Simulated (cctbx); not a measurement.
# Accept or mend?

Cell a = 10.7270 Å, b = 10.7270 Å, c = 18.8920 Å, α = 90.00°, β = 90.00°, γ = 90.00°; space group I4_1/acd (no. 142, origin choice 1). The compound is PrS4N.

Simulated single-crystal data (cctbx): Mo Kα, λ = 0.71073 Å, to d = 0.84 Å, 50 % of the full sphere, strongest reflection 40000 counts, noise from counting, a 4 % proportional error and a noise floor of 8 counts (s.d.); no absorption, and some extinction, which the refinements don't model.

An isotropic refinement with weights 1/σ² prints:

```text
Rint 0.032, 483 unique reflections to 0.84 A
cycle     R1     wR2    GooF  max shift (A)
   1  0.0715  0.2438   8.239   0.20502
   7  0.0146  0.0345   1.166   0.00017
final R1 0.0146 wR2 0.0345 GooF 1.166  parameters 16  data/parameter 30.2
atom        x        y        z      Ueq    occ   su(xyz)  su(Uiso or U11)
Pr1    0.00000  0.00000  0.00000   0.0041  1.000  0.00000  0.0001
Pr2    0.50000  0.50000  0.25000   0.0038  1.000  0.00000  0.0001
S1     0.63175  0.91533  0.37762   0.0057  1.000  0.00005  0.0001
S2     0.43525  0.74862  0.29002   0.0063  1.000  0.00006  0.0001
N1     0.75000  0.53501  0.12500   0.0093  1.000  0.00028  0.0005
N2     0.99161  0.79702  0.99246   1.0000  1.000  0.01029  0.1012
difference map: max 0.49 min -0.74 rms 0.15
Q1    0.0292  0.2368  0.0824   32    0.50  1.71 A from S1
Q2    0.0167  0.0880  0.4621   32    0.49  1.20 A from Pr1
Q3    0.0354  0.0823  0.1941   32    0.45  1.43 A from Pr2
Q4    0.0393  0.2378  0.9270   32    0.44  0.99 A from N1
Q5    0.1226  0.1457  0.1839   32    0.44  1.68 A from S2
Q6    0.1533  0.2128  0.3579   32    0.43  1.64 A from S2
```

**Question.** Can this result stand? If not, what is the likely fault?

Mend it. The fault: spurious atom: N2. Against the right model at the same level, R1 goes from 0.0133 to 0.0146 and GooF from 1.11 to 1.17 and N2 takes U = the program's ceiling. A site with no density behind it hides by a very large U or drifts.

The compound is PrS4N. The right model at the same level gives:

```text
Rint 0.032, 483 unique reflections to 0.84 A
cycle     R1     wR2    GooF  max shift (A)
   1  0.1555  0.3950  13.290   0.11816
   2  0.0133  0.0330   1.111   0.00006
final R1 0.0133 wR2 0.0330 GooF 1.111  parameters 12  data/parameter 40.2
atom        x        y        z      Ueq    occ   su(xyz)  su(Uiso or U11)
Pr1    0.00000  0.00000  0.00000   0.0041  1.000  0.00000  0.0001
Pr2    0.50000  0.50000  0.25000   0.0038  1.000  0.00000  0.0001
S1     0.63174  0.91532  0.37762   0.0057  1.000  0.00005  0.0001
S2     0.43526  0.74862  0.29002   0.0063  1.000  0.00005  0.0001
N1     0.75000  0.53499  0.12500   0.0094  1.000  0.00027  0.0005
difference map: max 0.48 min -0.76 rms 0.14
Q1    0.0114  0.0839  0.4620   32    0.49  1.16 A from Pr1
Q2    0.0374  0.2413  0.9283   32    0.49  1.01 A from N1
Q3    0.0293  0.2380  0.0813   32    0.48  1.71 A from S1
Q4    0.0363  0.0853  0.1956   32    0.45  1.43 A from Pr2
Q5    0.9986  0.1813  0.2659   32    0.43  1.11 A from S2
Q6    0.0970  0.2214  0.4265   32    0.42  0.79 A from S2
```

The model is made up (kin elements in a known structure type, no relaxation), so it says nothing on whether the phase exists.

[Middle refinement cycles are left out of these outputs.]

[Logs are printed without paths, hosts, clocks, repeated set-up lines and the standing remarks that a program may print on its own settings, such as how far it seeks lower states.]
